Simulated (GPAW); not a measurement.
## SrTiO3 (Tausonite): G0W0 on several meshes in GPAW

Wanted: mesh dependence and cost of G0W0 for SrTiO3 (Tausonite).

Calculated with GPAW 26.7.0; PBE and many-body steps on it, plane waves.

## 1. The starting structure

Symmetry: Pm-3m, No. 221, cubic system. The conventional cell has a = 3.905 Å, b = 3.905 Å, c = 3.905 Å, α = 90.00°, β = 90.00°, γ = 90.00°. Sr has 12 O at 2.76 Å nearest. Nearest to Ti lie 6 O at 1.95 Å. Nearest to O lie 2 Ti at 1.95 Å and 4 Sr at 2.76 Å. Farther neighbours and most contacts between anions are not listed.

As a file:

```xyz
5
Lattice="3.9053 0.0000 0.0000 0.0000 3.9053 0.0000 0.0000 0.0000 3.9053" Properties=species:S:1:pos:R:3 pbc="T T T"
Sr    1.9526    1.9526    1.9526
Ti    0.0000    0.0000    0.0000
O     1.9526    0.0000    0.0000
O     0.0000    1.9526    0.0000
O     0.0000    0.0000    1.9526
```

The cell and positions come from the Crystallography Open Database and are kept as given unless a step says otherwise.

## 2. Empty states on the mesh, 4×4×4 mesh, 895 bands

This step: GPAW 26.7.0; DFT, PBE, plane waves, PAW.

The sums over transitions need many empty states on a uniform mesh; this step solves for them.

run.py

```python
import json
import numpy as np
from gpaw.mpi import world
from gpaw import GPAW

calc = GPAW('gs.gpw').fixed_density(kpts={'size': (4, 4, 4), 'gamma': True},
    parallel={'domain': 1, 'band': 1},
    txt='nscf.txt')
calc.diagonalize_full_hamiltonian(nbands=895)
calc.write('full.gpw', mode='all')
res = {}
kpts = calc.get_ibz_k_points()
res['kpts'] = kpts
res['eigenvalues'] = [calc.get_eigenvalues(kpt=k) for k in range(len(kpts))]
res['n_electrons'] = calc.get_number_of_electrons()

if world.rank == 0:
    with open('result.json', 'w') as f:
        json.dump(res, f, default=lambda x: x.tolist())
```

On the command line:

```sh
mpirun -n 4 gpaw python run.py
```

Numbers of over 12 decimals in the logs are rounded to 6 here.

Output:

```text
Diagonalizing LCAO Hamiltonian
Converting LCAO to pw mode
convergence criteria:
- Maximum integral of absolute [eigenst]ate change: 4e-08 eV^2 / valence electron
maximum number of iterations: 100

SCF iterations
|iter     |     time |      energy | eigst |  dens |
|iter:   1|  |             | +0.48 |       |
|iter:   2|  |             | -1.30 |       |
|iter:   3|  |             | -2.01 |       |
[...]
|iter:  27|  |             | -7.03 |       |
|iter:  28|  |             | -7.21 |       |
|iter:  29|  |             | -7.48c|       |
SCF steps: 29
  __  _  _
 | _ |_)|_||  |
 |__||  | ||/\| - 26.7.0

Input parameters:
  mode=PW(ecut=600.0),
  convergence={'density': 1e-06, 'bands': -3},
  gpts=array([24, 24, 24]),
  kpts=MonkhorstPack(size=(4, 4, 4), gamma=True),
  maxiter=100,
  nbands=28,
  occupations=Occupations(name='fermi-dirac', width=0.001, fixmagmom=False),
  parallel={'domain': 1, 'band': 1},
  xc=XC(name='PBE')
Matrix size: 1980x1980
# Writing to full.gpw (mode='all')
  [... matrices ...]

timing:  # [seconds]
  Total: 32.817  # ━━━━━━━━━━━━━━━━━━━━━━━━━━━━━━━━━━━━━━━━━━━━━━━━━━━━━━━━━━
```

Elapsed: 43 s, on 4 MPI ranks of Arm Neoverse V1, shared host; peak memory 2.1 GiB.

This step gave:

```
gap                                                           : 1.901 eV
k of the valence top                                          : 0.5, 0.5, 0.5
k of the conduction bottom                                    : 0, 0, 0
least direct gap                                              : 2.250 eV
k points computed                                             : 10
lowest point of the top converged band, above the valence top : 328.9033 eV
```

On this mesh the gap is 1.901 eV.

## 3. 4×4×4

Now the one-shot GW correction: screening in the RPA, then the self-energy of the levels asked for.

This step: G0W0 on PBE, plane waves, PAW.

run.py

```python
import json
import numpy as np
from gpaw.mpi import world
from gpaw.response.g0w0 import G0W0

gw = G0W0('full.gpw',
    filename='gw',
    kpts=[0, 9],
    bands=(18, 22),
    ecut=105,
    nbands=145,
    integrate_gamma='WS',
    ppa=True)
gw.calculate()
res = {mode: {k: v for k, v in r.items() if k != 'sigma_eskwn'}
       for mode, r in gw.all_results.items()}

if world.rank == 0:
    with open('result.json', 'w') as f:
        json.dump(res, f, default=lambda x: x.tolist())
```

On the command line:

```sh
mpirun -n 4 gpaw python run.py
```

Output:

```text
Using integrator: PointIntegrator
FrequencyGridDescriptor(from 0.000+0.000j to 0.000+27.211j eV, 2 points)
Nonperiodic BCs:  [False False False]
Using integrator: PointIntegrator
FrequencyGridDescriptor(from 0.000+0.000j to 0.000+27.211j eV, 2 points)
Nonperiodic BCs:  [False False False]
  ___  _ _ _
 |   || | | |
 | | || | | |
 |__ ||_____|
 |___|

BZ k-points: Symmetries present (total): 48

  [... matrices ...]
64 k-points: 4 x 4 x 4 Monkhorst-Pack grid + [1/8,1/8,1/8]
10 k-points in the irreducible part of the Brillouin zone
       k-points in crystal coordinates                weights
   0:     0.00000000    0.00000000    0.00000000          1/64
   1:     0.25000000    0.00000000    0.00000000          6/64
   2:     0.25000000    0.25000000    0.00000000         12/64
   3:     0.25000000    0.25000000    0.25000000          8/64
   4:     0.50000000    0.00000000    0.00000000          3/64
   5:     0.50000000    0.25000000    0.00000000         12/64
   6:     0.50000000    0.25000000    0.25000000         12/64
   7:     0.50000000    0.50000000    0.00000000          3/64
   8:     0.50000000    0.50000000    0.25000000          6/64
   9:     0.50000000    0.50000000    0.50000000          1/64

Distributing spins, k-points and bands (1 x 2 x 4) over 4 processes
Number of blocks: 1

Quasi particle states:
k-points (IBZ indices): [0, 9]
Band range: (18, 22)
  [... matrices ...]
Computational parameters:
Plane wave cut-off: 105 eV
Number of bands: 145
Coulomb cutoff: None
Broadening: 0.1 eV

fxc modes: GW
Kernel: RPA
Using Godby-Needs plasmon-pole approximation:
  Fitting energy: i*E0, E0 = 1.000 Hartree
Summing all q:

Calculating screened Coulomb potential
No Coulomb truncation
FrequencyGridDescriptor(from 0.000+0.000j to 0.000+27.211j eV, 2 points)
Removing empty qpoint cache files...

Calculating chi0 body with:
    Ground state adapter containing:
    Number of spins: 1
    Number of kpoints: 64
    Number of irreducible kpoints: 10
    Number of completely occupied states: 20
    Number of partially occupied states: 20
    Occupied states memory: 4.21875 M / cpu

    Linear response parametrization:
    q_c: [0.0, 0.0, 0.0]
    Number of frequency points: 2
    Planewave cutoff: 105.0
    Number of bands: 145
    Number of planewaves: 147
    Broadening (eta): 1e-06
    comm.size: 4
    kncomm.size: 4
    blockcomm.size: 1

    Memory estimate of potentially large arrays:
        chi0_wGG: 0.659454 M / cpu
Integrating chi0 body.

Symmetries of q_c:
    Direct symmetries (Uq -> q): 48
    Indirect symmetries (TUq -> q): 0
In total 48 allowed symmetries.

  [... matrices ...]
10 groups of equivalent kpoints. 84.375% reduction.

Integral kind: response function
Integrating chi0 head and wings.

Symmetries of q_c:
    Direct symmetries (Uq -> q): 48
    Indirect symmetries (TUq -> q): 0
In total 48 allowed symmetries.

  [... matrices ...]
10 groups of equivalent kpoints. 84.375% reduction.

Integral kind: response function wings

Calculating chi0 body with:
    Ground state adapter containing:
    Number of spins: 1
    Number of kpoints: 64
    Number of irreducible kpoints: 10
    Number of completely occupied states: 20
    Number of partially occupied states: 20
    Occupied states memory: 4.21875 M / cpu

    Linear response parametrization:
[... the further q-points ...]

Results:
f:      Occupation numbers
eps:     KS-eigenvalues [eV]
vxc:     KS vxc [eV]
exx:     Exact exchange [eV]
sigma:   Self-energies [eV]
dsigma:  Self-energy derivatives
Z:       Renormalization factors
qp:      QP-energies [eV]

k-point 0 (0): (0.000, 0.000, 0.000)                GW
band       f     eps     vxc     exx   sigma  dsigma       Z      qp
                                                                   GW
  18   1.000   6.196 -21.536 -26.320   4.590  -0.301   0.769   6.048
  19   1.000   6.196 -21.536 -26.319   4.590  -0.301   0.769   6.048
  20   0.000   8.446 -20.286 -12.644  -5.516  -0.291   0.775  10.093
  21   0.000   8.446 -20.286 -12.644  -5.516  -0.291   0.775  10.093

k-point 1 (9): (0.500, 0.500, 0.500)                GW
band       f     eps     vxc     exx   sigma  dsigma       Z      qp
                                                                   GW
  18   1.000   6.545 -21.039 -26.052   4.790  -0.310   0.763   6.376
  19   1.000   6.545 -21.039 -26.052   4.790  -0.310   0.763   6.375
  20   0.000  11.051 -23.837 -14.502  -6.664  -0.394   0.717  12.967
  21   0.000  11.051 -23.837 -14.502  -6.664  -0.394   0.717  12.967
```

Elapsed: 64 s, on 4 MPI ranks; peak memory 1.8 GiB.

Numbers from this step:

```yaml
g0w0_gap_on_the_points_computed: 3.718 eV
least_direct_g0w0_gap_on_the_computed_points: 4.045 eV
z_at_the_valence_top: 0.7631
z_at_the_conduction_bottom: 0.7745
starting_gap_on_the_mesh: 1.901 eV
k_of_the_valence_top: 0.5, 0.5, 0.5
k_of_the_conduction_bottom: 0, 0, 0
```

The gap on the mesh goes from 1.90 eV to 3.72 eV, a correction of +1.82 eV.

## 4. Empty states on the mesh, 6×6×6 mesh, 155 bands

This step: DFT, PBE, plane waves, PAW.

run.py

```python
import json
import numpy as np
from gpaw.mpi import world
from gpaw import GPAW

calc = GPAW('gs.gpw').fixed_density(kpts={'size': (6, 6, 6), 'gamma': True},
    parallel={'domain': 1, 'band': 1},
    txt='nscf.txt')
calc.diagonalize_full_hamiltonian(nbands=155)
calc.write('full.gpw', mode='all')
res = {}
kpts = calc.get_ibz_k_points()
res['kpts'] = kpts
res['eigenvalues'] = [calc.get_eigenvalues(kpt=k) for k in range(len(kpts))]
res['n_electrons'] = calc.get_number_of_electrons()

if world.rank == 0:
    with open('result.json', 'w') as f:
        json.dump(res, f, default=lambda x: x.tolist())
```

On the command line:

```sh
mpirun -n 4 gpaw python run.py
```

Output:

```text
Diagonalizing LCAO Hamiltonian
Converting LCAO to pw mode
convergence criteria:
- Maximum integral of absolute [eigenst]ate change: 4e-08 eV^2 / valence electron
maximum number of iterations: 100

SCF iterations
|iter     |     time |      energy | eigst |  dens |
|iter:   1|  |             | +0.47 |       |
|iter:   2|  |             | -1.36 |       |
|iter:   3|  |             | -1.65 |       |
[...]
|iter:  26|  |             | -7.03 |       |
|iter:  27|  |             | -7.28 |       |
|iter:  28|  |             | -7.47c|       |
SCF steps: 28
  __  _  _
 | _ |_)|_||  |
 |__||  | ||/\| - 26.7.0

Input parameters:
  mode=PW(ecut=600.0),
  convergence={'density': 1e-06, 'bands': -3},
  gpts=array([24, 24, 24]),
  kpts=MonkhorstPack(size=(6, 6, 6), gamma=True),
  maxiter=100,
  nbands=28,
  occupations=Occupations(name='fermi-dirac', width=0.001, fixmagmom=False),
  parallel={'domain': 1, 'band': 1},
  xc=XC(name='PBE')
Matrix size: 1991x1991
# Writing to full.gpw (mode='all')
  [... matrices ...]

timing:  # [seconds]
  Total: 40.675  # ━━━━━━━━━━━━━━━━━━━━━━━━━━━━━━━━━━━━━━━━━━━━━━━━━━━━━━━━━━
```

Run time: 54 s. Hardware: 4 MPI ranks; peak memory 2 GiB.

Numbers from this step:

* gap: 1.901 eV
* k of the valence top: 0.5, 0.5, 0.5
* k of the conduction bottom: 0, 0, 0
* least direct gap: 2.250 eV
* k points computed: 20
* lowest point of the top converged band, above the valence top: 88.5130 eV

On this mesh the gap is 1.901 eV.

## 5. 6×6×6

This step: G0W0 on PBE, plane waves, PAW.

run.py

```python
import json
import numpy as np
from gpaw.mpi import world
from gpaw.response.g0w0 import G0W0

gw = G0W0('full.gpw',
    filename='gw',
    kpts=[0, 19],
    bands=(18, 22),
    ecut=105,
    nbands=145,
    integrate_gamma='WS',
    ppa=True)
gw.calculate()
res = {mode: {k: v for k, v in r.items() if k != 'sigma_eskwn'}
       for mode, r in gw.all_results.items()}

if world.rank == 0:
    with open('result.json', 'w') as f:
        json.dump(res, f, default=lambda x: x.tolist())
```

On the command line:

```sh
mpirun -n 4 gpaw python run.py
```

Output:

```text
Using integrator: PointIntegrator
FrequencyGridDescriptor(from 0.000+0.000j to 0.000+27.211j eV, 2 points)
Nonperiodic BCs:  [False False False]
Using integrator: PointIntegrator
FrequencyGridDescriptor(from 0.000+0.000j to 0.000+27.211j eV, 2 points)
Nonperiodic BCs:  [False False False]
  ___  _ _ _
 |   || | | |
 | | || | | |
 |__ ||_____|
 |___|

BZ k-points: Symmetries present (total): 48

  [... matrices ...]
216 k-points: 6 x 6 x 6 Monkhorst-Pack grid + [1/12,1/12,1/12]
20 k-points in the irreducible part of the Brillouin zone
       k-points in crystal coordinates                weights
   0:     0.00000000    0.00000000    0.00000000          1/216
   1:     0.16666667    0.00000000    0.00000000          6/216
   2:     0.16666667    0.16666667    0.00000000         12/216
[...]
9:     0.33333333    0.33333333    0.33333333          8/216
          ...
  19:     0.50000000    0.50000000    0.50000000          1/216

Distributing spins, k-points and bands (1 x 2 x 4) over 4 processes
Number of blocks: 1

Quasi particle states:
k-points (IBZ indices): [0, 19]
Band range: (18, 22)
  [... matrices ...]
Computational parameters:
Plane wave cut-off: 105 eV
Number of bands: 145
Coulomb cutoff: None
Broadening: 0.1 eV

fxc modes: GW
Kernel: RPA
Using Godby-Needs plasmon-pole approximation:
  Fitting energy: i*E0, E0 = 1.000 Hartree
Summing all q:

Calculating screened Coulomb potential
No Coulomb truncation
FrequencyGridDescriptor(from 0.000+0.000j to 0.000+27.211j eV, 2 points)
Removing empty qpoint cache files...

Calculating chi0 body with:
    Ground state adapter containing:
    Number of spins: 1
    Number of kpoints: 216
    Number of irreducible kpoints: 20
    Number of completely occupied states: 20
[...]
Number of frequency points: 2
    Planewave cutoff: 105.0
    Number of bands: 145
    Number of planewaves: 147
    Broadening (eta): 1e-06
    comm.size: 4
    kncomm.size: 4
    blockcomm.size: 1

    Memory estimate of potentially large arrays:
        chi0_wGG: 0.659454 M / cpu
Integrating chi0 body.

Symmetries of q_c:
    Direct symmetries (Uq -> q): 48
    Indirect symmetries (TUq -> q): 0
In total 48 allowed symmetries.

  [... matrices ...]
20 groups of equivalent kpoints. 90.740741% reduction.

Integral kind: response function
Integrating chi0 head and wings.

Symmetries of q_c:
    Direct symmetries (Uq -> q): 48
    Indirect symmetries (TUq -> q): 0
In total 48 allowed symmetries.

  [... matrices ...]
20 groups of equivalent kpoints. 90.740741% reduction.

Integral kind: response function wings

Calculating chi0 body with:
    Ground state adapter containing:
    Number of spins: 1
    Number of kpoints: 216
    Number of irreducible kpoints: 20
    Number of completely occupied states: 20
    Number of partially occupied states: 20
[... the further q-points ...]

Results:
f:      Occupation numbers
eps:     KS-eigenvalues [eV]
vxc:     KS vxc [eV]
exx:     Exact exchange [eV]
sigma:   Self-energies [eV]
dsigma:  Self-energy derivatives
Z:       Renormalization factors
qp:      QP-energies [eV]

k-point 0 (0): (0.000, 0.000, 0.000)                GW
band       f     eps     vxc     exx   sigma  dsigma       Z      qp
                                                                   GW
  18   1.000   6.196 -21.536 -26.271   4.560  -0.300   0.769   6.062
  19   1.000   6.196 -21.536 -26.271   4.560  -0.300   0.769   6.062
  20   0.000   8.446 -20.286 -12.679  -5.494  -0.291   0.774  10.083
[...]
k-point 1 (19): (0.500, 0.500, 0.500)                GW
band       f     eps     vxc     exx   sigma  dsigma       Z      qp
                                                                   GW
[...]
20   0.000  11.051 -23.837 -14.505  -6.706  -0.408   0.710  12.916
  21   0.000  11.051 -23.837 -14.505  -6.706  -0.408   0.710  12.916
```

The job ended after 5.1 min (4 MPI ranks; peak memory 2.4 GiB).

This step gave:

- G0W0 gap on the points computed: 3.700 eV
- least direct G0W0 gap on the computed points: 4.021 eV
- Z at the valence top: 0.7639
- Z at the conduction bottom: 0.7744
- starting gap on the mesh: 1.901 eV
- k of the valence top: 0.5, 0.5, 0.5
- k of the conduction bottom: 0, 0, 0

Against G0W0 in GPAW (4×4×4 mesh, 145 bands, screening to 105 eV, Godby-Needs plasmon pole), the gap moves by −0.017 eV.

## 6. Side by side

Times are wall times on 4 MPI ranks of Arm Neoverse V1, shared host, good to a factor of about two.

```
  run   mesh  bands  screening cutoff (eV)  DFT gap (eV)  gap on the mesh (eV)  direct (eV)     time
4×4×4  4×4×4    145                    105         1.901                 3.718        4.045     64 s
6×6×6  6×6×6    145                    105         1.901                 3.700        4.021  5.1 min
```

## 7. Results

```yaml
4x4x4: 3.718 eV
6x6x6: 3.700 eV
known_limits: not at the basis limit; no spin-orbit coupling; coarse k mesh
```

6×6×6: −0.017 eV against 4×4×4. Bands and cutoff are finite, so the gap is not at the basis limit. The miss can reach some tenths of an eV and take either sign; the mesh is an error of its own. These stock PAW sets were not made for GW. In the G0W0 runs levels were corrected at 2 k points alone, so a gap called «on the mesh» is the least over those, and an edge elsewhere would be missed. The 4×4×4 mesh is coarse for this cell, which bears on the long-range parts of exchange and screening. This is the ideal cubic cell; many perovskites, halides above all, are cubic only on average, and local tilts or off-centring can widen the gap. The many-body steps are scalar-relativistic: spin-orbit coupling is not in them.

[Paths, hosts, dates, memory and timing lines, banners, echoed tables and standing remarks are left out of the program output.]

[Logs are printed without paths, hosts, clocks, repeated set-up lines and the standing remarks that a program may print on its own settings, such as how far it seeks lower states.]

[Runs of the session that timed out or met a known fault of the program may be left out.]

[Hosts, paths, dates, database ids (printed as entryN), source tags and the programs' standing remarks are cut or masked in the printed files.]
